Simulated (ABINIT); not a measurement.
**CsPbI2Br (P4/mmm): G0W0 in ABINIT against the plane-wave cutoff**

Wanted: the cheapest plane-wave cutoff that holds the gap of CsPbI2Br (P4/mmm).

Main program and level: ABINIT 10.8.3; PBE and many-body steps on it, plane waves.

### 1. Set-up

It takes space group P4/mmm (No. 123, tetragonal). Conventional cell: a = 6.375 Å, b = 6.375 Å, c = 5.962 Å, α = 90.00°, β = 90.00°, γ = 90.00°. Nearest to Cs lie 8 I at 4.36 Å and 4 Br at 4.51 Å. Nearest to Pb lie 2 Br at 2.98 Å and 4 I at 3.19 Å. I has 2 Pb at 3.19 Å and 4 Cs at 4.36 Å nearest. Nearest to Br lie 2 Pb at 2.98 Å and 4 Cs at 4.51 Å. Farther neighbours and most contacts between anions are not listed.

The cell and positions are those that the Materials Project relaxed with its own functionals (PBE, PBE+U or r2SCAN), kept fixed. Spin-orbit coupling is left out unless a step names it.

### 2. Empty states on the mesh, 2×2×2 mesh, 360 bands

This step: ABINIT 10.8.3; DFT, PBE, plane waves, norm-conserving pseudopotentials.

The sums over transitions need many empty states on a uniform mesh; this step solves for them.

Input file run.abi:

```
acell 3*1.0 Angstrom
rprim 
  6.375296000000 0.000000000000 0.000000000000
  0.000000000000 6.375296000000 0.000000000000
  0.000000000000 0.000000000000 5.962220000000
ntypat 4
znucl 55 82 53 35
natom 5
typat 1 2 3 3 4
xred 
  0.500000000000 0.500000000000 0.500000000000
  0.000000000000 0.000000000000 0.000000000000
  0.000000000000 0.500000000000 0.000000000000
  0.500000000000 0.000000000000 0.000000000000
  0.000000000000 0.000000000000 0.500000000000
pp_dirpath "pseudos"
pseudos "Cs.upf, Pb.upf, I.upf, Br.upf"
ecut 31
ngkpt 2 2 2
nshiftk 1
shiftk 0 0 0
kptopt 1
chksymbreak 0
iscf -2
irdden 1
istwfk *1
nband 360
nbdbuf 32
tolwfr 1e-09
nstep 60
prtvol 0
indata_prefix "in"
outdata_prefix "out"
tmpdata_prefix "tmp"
```

Command:

```sh
OMP_NUM_THREADS=1 mpirun -n 4 abinit run.abi > log
```

Numbers of over 12 decimals in the logs are rounded to 6 here.

Log:

```text
.Version 10.8.3 of ABINIT. v10.8.2 released Aug 2026.

 Symmetries : space group P4/m m m (#123); Bravais tP (primitive tetrag.)
[... echo of the input left out ...]
== DATASET  1 ==================================================================
-   mpi_nproc: 4, omp_nthreads: 1 (-1 if OMP is not activated)

--- !DatasetInfo
iteration_state: {dtset: 1, }
dimensions: {natom: 5, nkpt: 6, mband: 360, nsppol: 1, nspinor: 1, nspden: 1, mpw: 13544, }
cutoff_energies: {ecut:  31.0, pawecutdg:  -1.0, }
[...]
2.43045    2.43754    2.43754    2.44221    2.44490    2.46297    2.46303    2.47070
   2.47484    2.47510    2.47736    2.47759    2.47843    2.49034    2.50606    2.51332
 prteigrs : prtvol=0 or 1, do not print more k-points.

== END DATASET(S) ==============================================================
================================================================================

 -outvars: echo values of variables after computation  --------
            nband         360
             nkpt           6
          spgroup         123
 [... the other variables as echoed above ...]

 Calculation completed.
```

Elapsed: 12 min, on 4 MPI ranks of Intel Xeon 6975P-C (Granite Rapids), shared host; peak memory 0.89 GiB.

This step gave:

| Item | Value |
| --- | --- |
| gap | 1.465 eV |
| k of the valence top | 0.5, 0.5, 0.5 |
| k of the conduction bottom | 0.5, 0.5, 0.5 |
| least direct gap | 1.465 eV |
| k points computed | 6 |
| lowest point of the top converged band, above the valence top | 62.8063 eV |

On this mesh the gap is 1.465 eV.

The density comes from a self-consistent run that is not shown.

### 3. Empty states on the mesh, 2×2×2 mesh, 107 bands

run.abi: that of step 2 with these lines changed.

```diff
@@ -17,3 +17,3 @@
 pseudos "Cs.upf, Pb.upf, I.upf, Br.upf"
-ecut 31
+ecut 19
 ngkpt 2 2 2
@@ -26,4 +26,4 @@
 istwfk *1
-nband 360
-nbdbuf 32
+nband 107
+nbdbuf 8
 tolwfr 1e-09
```

Log:

```text
.Version 10.8.3 of ABINIT. v10.8.2 released Aug 2026.

 Symmetries : space group P4/m m m (#123); Bravais tP (primitive tetrag.)
[... echo of the input left out ...]
== DATASET  1 ==================================================================
-   mpi_nproc: 4, omp_nthreads: 1 (-1 if OMP is not activated)

--- !DatasetInfo
iteration_state: {dtset: 1, }
dimensions: {natom: 5, nkpt: 6, mband: 107, nsppol: 1, nspinor: 1, nspden: 1, mpw: 6528, }
cutoff_energies: {ecut:  19.0, pawecutdg:  -1.0, }
[...]
0.82571    0.87006    0.87006    0.87872    0.87881    0.88284    0.89033    0.89033
   0.90084    0.91755    0.91755    0.93114    0.93114    0.94331    0.94331    0.94478
   0.96888    0.97688    0.97779
 prteigrs : prtvol=0 or 1, do not print more k-points.

== END DATASET(S) ==============================================================
================================================================================

 -outvars: echo values of variables after computation  --------
            nband         107
             nkpt           6
          spgroup         123
 [... the other variables as echoed above ...]

 Calculation completed.
```

Run time: 51 s. Hardware: 4 MPI ranks; peak memory 0.4 GiB.

This step gave:

| Property | Result |
| --- | --- |
| gap | 1.466 eV |
| k of the valence top | 0.5, 0.5, 0.5 |
| k of the conduction bottom | 0.5, 0.5, 0.5 |
| least direct gap | 1.466 eV |
| k points computed | 6 |
| lowest point of the top converged band, above the valence top | 23.52 eV |

On this mesh the gap is 1.466 eV.

### 4. Empty states on the mesh, 2×2×2 mesh, 107 bands

run.abi: that of step 3 with these lines changed.

```diff
@@ -17,3 +17,3 @@
 pseudos "Cs.upf, Pb.upf, I.upf, Br.upf"
-ecut 19
+ecut 25
 ngkpt 2 2 2
```

Log:

```text
.Version 10.8.3 of ABINIT. v10.8.2 released Aug 2026.

 Symmetries : space group P4/m m m (#123); Bravais tP (primitive tetrag.)
[... echo of the input left out ...]
== DATASET  1 ==================================================================
-   mpi_nproc: 4, omp_nthreads: 1 (-1 if OMP is not activated)

--- !DatasetInfo
iteration_state: {dtset: 1, }
dimensions: {natom: 5, nkpt: 6, mband: 107, nsppol: 1, nspinor: 1, nspden: 1, mpw: 9785, }
cutoff_energies: {ecut:  25.0, pawecutdg:  -1.0, }
[...]
0.81162    0.84373    0.85846    0.86065    0.86065    0.86669    0.86669    0.87857
   0.90077    0.90146    0.90146    0.93101    0.93101    0.93890    0.93890    0.94468
   0.95235    0.96890    0.97764
 prteigrs : prtvol=0 or 1, do not print more k-points.

== END DATASET(S) ==============================================================
================================================================================

 -outvars: echo values of variables after computation  --------
            nband         107
             nkpt           6
          spgroup         123
 [... the other variables as echoed above ...]

 Calculation completed.
```

Elapsed: 82 s, on 4 MPI ranks; peak memory 0.48 GiB.

This step gave:

```yaml
gap: 1.465 eV
k_of_the_valence_top: 0.5, 0.5, 0.5
k_of_the_conduction_bottom: 0.5, 0.5, 0.5
least_direct_gap: 1.465 eV
k_points_computed: 6
lowest_point_of_the_top_converged_band_above_the_valence_top: 23.20 eV
```

On this mesh the gap is 1.465 eV.

### 5. Empty states on the mesh, 2×2×2 mesh, 107 bands

run.abi: that of step 4 with these lines changed.

```diff
@@ -17,3 +17,3 @@
 pseudos "Cs.upf, Pb.upf, I.upf, Br.upf"
-ecut 25
+ecut 39
 ngkpt 2 2 2
```

Log:

```text
.Version 10.8.3 of ABINIT. v10.8.2 released Aug 2026.

 Symmetries : space group P4/m m m (#123); Bravais tP (primitive tetrag.)
[... echo of the input left out ...]
== DATASET  1 ==================================================================
-   mpi_nproc: 4, omp_nthreads: 1 (-1 if OMP is not activated)

--- !DatasetInfo
iteration_state: {dtset: 1, }
dimensions: {natom: 5, nkpt: 6, mband: 107, nsppol: 1, nspinor: 1, nspden: 1, mpw: 19080, }
cutoff_energies: {ecut:  39.0, pawecutdg:  -1.0, }
[...]
0.80680    0.82577    0.84308    0.84308    0.85166    0.86459    0.86459    0.87856
   0.89990    0.89990    0.90073    0.93098    0.93098    0.93821    0.93821    0.94466
   0.94556    0.96867    0.97745
 prteigrs : prtvol=0 or 1, do not print more k-points.

== END DATASET(S) ==============================================================
================================================================================

 -outvars: echo values of variables after computation  --------
            nband         107
             nkpt           6
          spgroup         123
 [... the other variables as echoed above ...]

 Calculation completed.
```

The job ended after 3.1 min (4 MPI ranks; peak memory 0.69 GiB; 13 min of CPU time).

Numbers from this step:

```
gap                                                           : 1.464 eV
k of the valence top                                          : 0.5, 0.5, 0.5
k of the conduction bottom                                    : 0.5, 0.5, 0.5
least direct gap                                              : 1.464 eV
k points computed                                             : 6
lowest point of the top converged band, above the valence top : 23.14 eV
```

On this mesh the gap is 1.464 eV.

### 6. Screening, 2×2×2 mesh, 99 bands, screening to 106.1 eV

The RPA dielectric matrix is built and inverted for each q.

This step: RPA screening on PBE, plane waves, norm-conserving pseudopotentials.

run.abi: that of step 5 with these lines changed.

```diff
@@ -17,3 +17,3 @@
 pseudos "Cs.upf, Pb.upf, I.upf, Br.upf"
-ecut 39
+ecut 19
 ngkpt 2 2 2
@@ -23,10 +23,11 @@
 chksymbreak 0
-iscf -2
-irdden 1
 istwfk *1
-nband 107
-nbdbuf 8
-tolwfr 1e-09
-nstep 60
-prtvol 0
+occopt 1
+irdwfk 1
+optdriver 3
+nband 99
+ecuteps 3.9
+inclvkb 2
+awtr 1
+symchi 1
 indata_prefix "in"
```

Log:

```text
.Version 10.8.3 of ABINIT. v10.8.2 released Aug 2026.

 Symmetries : space group P4/m m m (#123); Bravais tP (primitive tetrag.)
[... echo of the input left out ...]
== DATASET  1 ==================================================================
-   mpi_nproc: 4, omp_nthreads: 1 (-1 if OMP is not activated)

--- !DatasetInfo
iteration_state: {dtset: 1, }
dimensions: {natom: 5, nkpt: 6, mband: 99, nsppol: 1, nspinor: 1, nspden: 1, mpw: 6528, }
cutoff_energies: {ecut:  19.0, pawecutdg:  -1.0, }
electrons: {nelect:   4.40000000E+01, charge:   0.00000000E+00, occopt:   1.00000000E+00, tsmear:   1.00000000E-02, }

 SCREENING: Calculation of the susceptibility and dielectric matrices

 Based on a program developped by R.W. Godby, V. Olevano, G. Onida, and L. Reining.
 Incorporated in ABINIT by V. Olevano, G.-M. Rignanese, and M. Torrent.
.Using double precision arithmetic ; gwpc =  8

[... cell and pseudopotentials left out ...]
--------------------------------------------------------------------------------

 ==== K-mesh for the wavefunctions ====
 Number of points in the irreducible wedge :     6
[... list of points left out ...]
 Together with 16 symmetry operations and time-reversal symmetry
 yields     8 points in the full Brillouin Zone.

 ==== Q-mesh for the screening function ====
 Number of points in the irreducible wedge :     6
[... list of points left out ...]
 Together with 16 symmetry operations and time-reversal symmetry
 yields     8 points in the full Brillouin Zone.

 setmesh: FFT mesh size selected  =    36x   36x   36
          total number of points  =        46656

 vcoul_init : cutoff-mode = AUXILIARY_FUNCTION
 q-points for optical limit:   1
     1)      0.000010    0.000020    0.000030

- screening: taking advantage of time-reversal symmetry
- Maximum band index for partially occupied states nbvw = 22
- Remaining bands to be divided among processors   nbcw = 77
- Number of bands treated by each node ~19

 Number of electrons calculated from density =   44.0000; Expected =   44.0000
 average of density, n =  0.026906
 r_s =    2.0702
 omega_plasma =   15.8227 [eV]

 calculating chi0 at frequencies [eV] :
  1    0.000000E+00    0.000000E+00
  2    0.000000E+00    1.582265E+01

--------------------------------------------------------------------------------
  q-point number  1        q = ( 0.000000, 0.000000, 0.000000) [r.l.u.]
--------------------------------------------------------------------------------
[... chi0 elements left out ...]
 For q-point:  0.000010 0.000020 0.000030
  dielectric constant =   9.9107
  dielectric constant without local fields =  11.4495

  Average fulfillment of the sum rule on Im[epsilon] for q-point    1 :     60.01  [%]
[... wings left out ...]
  q-point number  2        q = ( 0.500000, 0.000000, 0.000000) [r.l.u.]
--------------------------------------------------------------------------------
[... chi0 elements left out ...]
  Average fulfillment of the sum rule on Im[epsilon] for q-point    2 :     70.91  [%]

 [... 4 further q-points ...]
```

The job ended after 32 s (4 MPI ranks; peak memory 1.4 GiB).

This step gave:

| Item | Value |
| --- | --- |
| ε∞ with local fields, on this mesh, along the program's q direction | 9.911 |
| the same without local fields | 11.45 |
| plasma frequency | 15.82 eV |
| plane waves in the screening matrix | 603 |

Local fields lower ε∞ by 13 %. On a Γ-centred mesh this coarse the value itself is usually too large, while a short band sum pulls it down.

### 7. 19 Ha

This step: G0W0 on PBE, plane waves, norm-conserving pseudopotentials.

run.abi: that of step 6 with these lines changed.

```diff
@@ -26,8 +26,17 @@
 irdwfk 1
-optdriver 3
+optdriver 4
 nband 99
+gwcalctyp 0
+ecutsigx 19
+symsigma 1
+nkptgw 2
+kptgw 
+  0.5000000000 0.5000000000 0.5000000000
+  0.0000000000 0.0000000000 0.0000000000
+bdgw 
+  21 24
+  21 24
 ecuteps 3.9
-inclvkb 2
-awtr 1
-symchi 1
+irdscr 1
+ppmodel 1
 indata_prefix "in"
```

Log:

```text
.Version 10.8.3 of ABINIT. v10.8.2 released Aug 2026.

 Symmetries : space group P4/m m m (#123); Bravais tP (primitive tetrag.)
[... echo of the input left out ...]
== DATASET  1 ==================================================================
-   mpi_nproc: 4, omp_nthreads: 1 (-1 if OMP is not activated)

--- !DatasetInfo
iteration_state: {dtset: 1, }
dimensions: {natom: 5, nkpt: 6, mband: 99, nsppol: 1, nspinor: 1, nspden: 1, mpw: 6528, }
cutoff_energies: {ecut:  19.0, pawecutdg:  -1.0, }
electrons: {nelect:   4.40000000E+01, charge:   0.00000000E+00, occopt:   1.00000000E+00, tsmear:   1.00000000E-02, }

 SIGMA: Calculation of the GW corrections

 Based on a program developped by R.W. Godby, V. Olevano, G. Onida, and L. Reining.
 Incorporated in ABINIT by V. Olevano, G.-M. Rignanese, and M. Torrent.
.Using double precision arithmetic ; gwpc =  8

[... cell and pseudopotentials left out ...]
--------------------------------------------------------------------------------

 ==== K-mesh for the wavefunctions ====
 Number of points in the irreducible wedge :     6
[... list of points left out ...]
 Together with 16 symmetry operations and time-reversal symmetry
 yields     8 points in the full Brillouin Zone.

 ==== Q-mesh for screening function ====
 Number of points in the irreducible wedge :     6
[... list of points left out ...]
 Together with 16 symmetry operations and time-reversal symmetry
 yields     8 points in the full Brillouin Zone.

 vcoul_init : cutoff-mode = AUXILIARY_FUNCTION
 q-points for optical limit:   1
     1)      0.000010    0.000020    0.000030
 setmesh: FFT mesh size selected  =    48x   48x   45
          total number of points  =       103680

 Number of electrons calculated from density =   44.0000; Expected =   44.0000
 average of density, n =  0.026906
 r_s =    2.0702
 omega_plasma =   15.8227 [eV]

 === KS Band Gaps ===
  >>>> For spin  1
   Minimum direct gap =   1.4659 [eV], located at k-point      :   0.5000  0.5000  0.5000
   Fundamental gap    =   1.4659 [eV], Top of valence bands at :   0.5000  0.5000  0.5000
                                       Bottom of conduction at :   0.5000  0.5000  0.5000
 SIGMA fundamental parameters:
 PLASMON POLE MODEL  1
 number of plane-waves for SigmaX                 6435
 number of plane-waves for SigmaC and W            603
 number of plane-waves for wavefunctions          6435
 number of bands                                    99
 number of independent spin polarizations            1
 number of spinorial components                      1
 number of k-points in IBZ                           6
 number of q-points in IBZ                           6
 number of symmetry operations                      16
 number of k-points in BZ                            8
 number of q-points in BZ                            8
 number of frequencies for dSigma/dE                 9
 frequency step for dSigma/dE [eV]                0.25
 number of omega for Sigma on real axis              0
 max omega for Sigma on real axis  [eV]           0.00
 zcut for avoiding poles [eV]                     0.10

 EPSILON^-1 parameters (SCR file):
 dimension of the eps^-1 matrix on file            603
 dimension of the eps^-1 matrix used               603
 number of plane-waves for wavefunctions          6435
 number of bands                                    99
 number of q-points in IBZ                           6
 number of frequencies                               2
 number of real frequencies                          1
 number of imag frequencies                          1

 matrix elements of self-energy operator (all in [eV])

 Perturbative Calculation

--- !SelfEnergy_ee
iteration_state: {dtset: 1, }
kpoint     : [   0.500,    0.500,    0.500, ]
spin       : 1
KS_gap     :    1.466
QP_gap     :    2.033
Delta_QP_KS:    0.567
data: !SigmaeeData |
     Band     E0 <VxcDFT>   SigX SigC(E0)      Z dSigC/dE  Sig(E)    E-E0       E
       21   0.214 -11.201 -13.987   2.509   0.780  -0.281 -11.417  -0.216  -0.003
       22   1.057 -12.736 -14.704   1.971   0.791  -0.265 -12.734   0.002   1.060
       23   2.523  -9.507  -6.474  -2.323   0.802  -0.247  -8.938   0.570   3.093
       24   2.523  -9.507  -6.474  -2.323   0.802  -0.247  -8.938   0.570   3.093

--- !SelfEnergy_ee
iteration_state: {dtset: 1, }
kpoint     : [   0.000,    0.000,    0.000, ]
spin       : 1
KS_gap     :    4.417
QP_gap     :    5.057
Delta_QP_KS:    0.640
data: !SigmaeeData |
     Band     E0 <VxcDFT>   SigX SigC(E0)      Z dSigC/dE  Sig(E)    E-E0       E
       21  -0.202 -11.078 -13.977   2.560   0.778  -0.286 -11.342  -0.264  -0.466
       22  -0.202 -11.078 -13.977   2.560   0.778  -0.286 -11.342  -0.264  -0.466
       23   4.215  -5.717  -2.343  -2.921   0.832  -0.203  -5.341   0.377   4.591
       24   5.105  -5.996  -2.567  -2.856   0.830  -0.205  -5.521   0.476   5.580

== END DATASET(S) ==============================================================
================================================================================

 -outvars: echo values of variables after computation  --------
           etotal      0.0000000000E+00
            nband          99
             nkpt           6
          spgroup         123
 [... the other variables as echoed above ...]

 Calculation completed.
```

Elapsed: 17 s, on 4 MPI ranks; peak memory 1.4 GiB; 68 s of CPU time.

Numbers from this step:

```
G0W0 gap on the points computed              : 2.033 eV
starting gap on the mesh                     : 1.466 eV
k of the valence top                         : 0.5, 0.5, 0.5
k of the conduction bottom                   : 0.5, 0.5, 0.5
Z at the valence top                         : 0.791
Z at the conduction bottom                   : 0.802
least direct G0W0 gap on the computed points : 2.033 eV
```

(Part 1 of 2 ends here.)

[Paths, hosts, dates, memory and timing lines, banners, echoed tables and standing remarks are left out of the program output.]

[Logs are printed without paths, hosts, clocks, repeated set-up lines and the standing remarks that a program may print on its own settings, such as how far it seeks lower states.]

[Runs of the session that timed out or met a known fault of the program may be left out.]

[Hosts, paths, dates, database ids (printed as entryN), source tags and the programs' standing remarks are cut or masked in the printed files.]

[G0W0 gaps are taken among the corrected bands and points alone; a level outside them can change the order at an edge.]

[Where Ansatz stands beside ABINIT at settings called matched, ABINIT's density can come from a denser mesh and the files from another edition; pairs whose starting gaps differed by over 0.03 eV were left out, so agreement reads better than it is.]
